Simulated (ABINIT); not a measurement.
Computed results, one entry a study.

```
! title: How the form of the self-energy moves the gap of LiH (Fm-3m)
! method: RPA screening on PBE, plane waves, norm-conserving pseudopotentials (and 3 further levels or steps)
! program: ABINIT 10.8.3
! settings: cutoff 33 Ha, PseudoDojo scalar-relativistic 0.4.1 standard, norm-conserving, ngkpt (8, 8, 8), nband 144, ecuteps 11.2 Ha, gwcalctyp 1, nfreqim 16, inclvkb 2, shiftk (0, 0, 0), symchi 1, awtr 1, frequency ac, 8×8×8 k-mesh
! notes: The database entry behind the starting cell differs from other determinations of this structure. The program’s warnings: nkpt*nsppol () is not a multiple of nproc spkpt (). The cell and positions come from the Crystallography Open Database and are kept as given unless a step says otherwise.
! G0W0, Godby-Needs plasmon pole: 4.974 eV
! G0W0, Hybertsen-Louie plasmon pole: 4.942 eV
! G0W0, von der Linden-Horsch plasmon pole: 5.018 eV
! G0W0, Engel-Farid plasmon pole: 4.997 eV
! one-shot Hartree-Fock: 10.206 eV
! G0W0, analytic continuation: 4.987 eV
! known limits: short of the basis limit
CELL_PARAMETERS angstrom
0.00000 2.03675 2.03675
2.03675 0.00000 2.03675
2.03675 2.03675 0.00000
ATOMIC_POSITIONS crystal
Li 0.00000 0.00000 0.00000
H 0.50000 0.50000 0.50000
```

[Long decimals in the printed logs are rounded to 6 places.]

[Logs are printed without paths, hosts, clocks, repeated set-up lines and the standing remarks that a program may print on its own settings, such as how far it seeks lower states.]

[Paths, hosts, dates, memory and timing lines, banners, echoed tables and standing remarks are left out of the program output; an Ansatz launch command may be rebuilt from the run's recorded settings. Measured values are a selection of at most five: reports struck by readers or far from the other reports are left out. None is set beside runs whose start may be inverted or whose files or cutoffs have a known fault.]

[Runs of the session that timed out or met a known fault of the program may be left out.]

[Hosts, paths, dates, database ids (printed as entryN), source tags and the programs' standing remarks are cut or masked in the printed files.]

[G0W0 gaps are taken among the corrected bands and points alone; a level outside them can change the order at an edge.]

[Where Ansatz stands beside ABINIT at settings called matched, ABINIT's density can come from a denser mesh and the files from another edition; pairs whose starting gaps differed by over 0.03 eV were left out, so agreement reads better than it is.]
